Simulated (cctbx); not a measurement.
# What is wrong with this refinement?

Cell a = 10.7940 Å, b = 11.9290 Å, c = 9.5650 Å, α = 90.00°, β = 110.10°, γ = 90.00°; space group C2/m (no. 12).

The data are simulated with cctbx, not measured: Mo Kα, λ = 0.71073 Å, to d = 0.75 Å, 70 % of the full sphere, strongest reflection 20000 counts, noise from counting, a 6 % proportional error and a noise floor of 15 counts (s.d.); no absorption, and some extinction, which the refinements don't model.

An anisotropic refinement with weights 1/σ² prints:

```text
Rint 0.042, 294 unique reflections to 1.30 A
cycle     R1     wR2    GooF  max shift (A)
   1  0.0216  0.0514   1.015   0.02747
   2  0.0203  0.0465   0.918   0.00006
final R1 0.0203 wR2 0.0465 GooF 0.918  parameters 56  data/parameter 5.2
atom        x        y        z      Ueq    occ   su(xyz)  su(Uiso or U11)
Ba1    0.67087  0.76540  0.25509   0.0086  1.000  0.00012  0.0009
Ba2    0.91518  0.00000  0.29633   0.0120  1.000  0.00016  0.0011
Ba3    0.66295  0.00000  0.49065   0.0120  1.000  0.00016  0.0011
Ba4    0.39188  0.00000  0.11939   0.0084  1.000  0.00015  0.0011
Cr1    0.50000  0.74073  0.50000   0.0178  1.000  0.00031  0.0029
C1     0.44483  0.17762  0.34205   0.0095  1.000  0.00159  0.0108  NPD
C2     0.63016  0.64979  0.48760   0.0318  1.000  0.00214  0.0130
C3     0.65332  0.00000  0.19269   0.0160  1.000  0.00222  0.0198  NPD
difference map: max 1.05 min -0.90 rms 0.19
Q1    0.0000  0.0000  0.5000    2    1.05  1.85 A from Ba2
Q2    0.1806  0.1002  0.6582    8    0.74  1.64 A from C2
Q3    0.0541  0.5000  0.3786    4    0.69  1.29 A from Ba3
Q4    0.1812  0.0000  0.1293    4    0.67  2.31 A from Ba4
Q5    0.1584  0.3572  0.5513    8    0.57  1.80 A from C1
Q6    0.1651  0.5000  0.2393    4    0.56  0.42 A from C3
```

**Question.** Can this result stand? If not, what is the likely fault?

Mend it. The fault: data cut at low resolution. Against the right model at the same level, R1 goes from 0.0257 to 0.0203 and GooF from 0.94 to 0.92 and C1 and C3 go non-positive-definite. The atoms are right, but there are too few data for the parameters: R1 flatters and the s.u.s grow. Data per parameter fall from 26.7 to 5.2.

The compound is Ba5CrC5. The right model at the same level gives:

```text
Rint 0.050, 1494 unique reflections to 0.75 A
cycle     R1     wR2    GooF  max shift (A)
   1  0.0260  0.0604   0.957   0.00338
   2  0.0257  0.0596   0.945   0.00013
final R1 0.0257 wR2 0.0596 GooF 0.945  parameters 56  data/parameter 26.7
atom        x        y        z      Ueq    occ   su(xyz)  su(Uiso or U11)
Ba1    0.67083  0.76531  0.25506   0.0096  1.000  0.00004  0.0002
Ba2    0.91509  0.00000  0.29620   0.0123  1.000  0.00006  0.0002
Ba3    0.66278  0.00000  0.49054   0.0126  1.000  0.00006  0.0002
Ba4    0.39198  0.00000  0.11933   0.0099  1.000  0.00005  0.0002
Cr1    0.50000  0.74071  0.50000   0.0177  1.000  0.00013  0.0007
C1     0.44301  0.17647  0.34139   0.0212  1.000  0.00079  0.0032
C2     0.62803  0.65009  0.48810   0.0271  1.000  0.00091  0.0038
C3     0.65344  0.00000  0.19346   0.0244  1.000  0.00116  0.0045
difference map: max 1.69 min -1.53 rms 0.39
Q1    0.0215  0.5000  0.3332    4    1.73  1.74 A from Ba3
Q2    0.0000  0.3941  0.5000    4    1.68  1.66 A from C1
Q3    0.0881  0.5000  0.1648    4    1.41  0.66 A from C3
Q4    0.2284  0.0000  0.4978    4    1.39  1.14 A from Ba3
Q5    0.2016  0.3476  0.8439    8    1.39  1.94 A from C1
Q6    0.1897  0.3698  0.0177    8    1.39  2.03 A from Ba4
```

The model is made up (kin elements in a known structure type, no relaxation), so it says nothing on whether the phase exists.

[Middle refinement cycles are left out of these outputs.]

[Logs are printed without paths, hosts, clocks, repeated set-up lines and the standing remarks that a program may print on its own settings, such as how far it seeks lower states.]
